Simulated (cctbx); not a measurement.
# Which space group?

Cell: a = 10.6860 Å, b = 10.6860 Å, c = 5.0770 Å, α = 90.00°, β = 90.00°, γ = 90.00°. Expected content of the cell: Yb8 Mn4 Ti16.

Simulated single-crystal data (cctbx): Mo Kα, λ = 0.71073 Å, to d = 0.6 Å, 50 % of the full sphere, strongest reflection 40000 counts, noise from counting, a 2 % proportional error and a noise floor of 2 counts (s.d.); no absorption.

A first pass over the reflections prints:

```text
5636 reflections to d = 0.600 A
centring   violations  <I/sigma> of those
    A       1283 of  2833     10.9
    B       1278 of  2799     11.1
    C       1207 of  2840     10.6
    I          0 of  2794      0.0
    R       1666 of  3743     11.0
    F       1884 of  4236     10.8
Laue class    unique    Rint  (classes that these axes allow; Friedel mates merged)
I 1 2/m 1        1361   0.018
I 1 1 2/m        1388   0.018
I 2/m 1 1        1362   0.018
I m m m           806   0.020
I 4/m             762   0.020
I 4/m m m         439   0.021
space group    extra absences  I>4sigma  <I/sigma>
I 4 2 2                 0          0         -  acentric
I 4 m m                 0          0         -  acentric
I 4 c m               119          0      -0.1  acentric
I -4 m 2                0          0         -  acentric
I -4 c 2              119          0      -0.1  acentric
I -4 2 m                0          0         -  acentric
I 4/m m m               0          0         -  centric
I 4/m c m             119          0      -0.1  centric
Wilson B = 0.63 A^2   <|E^2-1|> = 0.826 (0.968 centric, 0.736 acentric)   E^2>4: 1.0 %
shell (A)         n   <I/sigma>
 7.56 - 1.20     67     60.2
 1.20 - 0.95     59     54.2
 0.95 - 0.83     55     55.2
 0.83 - 0.76     52     51.3
 0.76 - 0.70     51     47.0
 0.70 - 0.66     51     46.1
 0.66 - 0.63     50     44.2
 0.63 - 0.60     54     42.0
```

**Question.** What are the lattice type, the Laue class and the likely space group?

The reflections that I centring forbids are absent (⟨I/σ⟩ near 0), so the lattice is I.

Rint stays low (0.018 to 0.021) up to I 4/m m m, the highest class in these axes.

8 settings pass the absence test. The most absences obeyed, 119, belong to I 4 c m, I -4 c 2 and I 4/m c m, which absences can't tell apart.

⟨|E²−1|⟩ = 0.826 lies between the two ideal values. The Wilson B of 0.63 Å² means U ≈ 0.0080 Å².

The true group is I4/mcm (no. 140), Laue class 4/mmm, centrosymmetric. The tables only narrow the choice to the tied entries; cell content, site symmetry and trial solutions must settle it.

This is a model crystal, built by substitution and not relaxed, with assumed displacement parameters.

[Logs are printed without paths, hosts, clocks, repeated set-up lines and the standing remarks that a program may print on its own settings, such as how far it seeks lower states.]
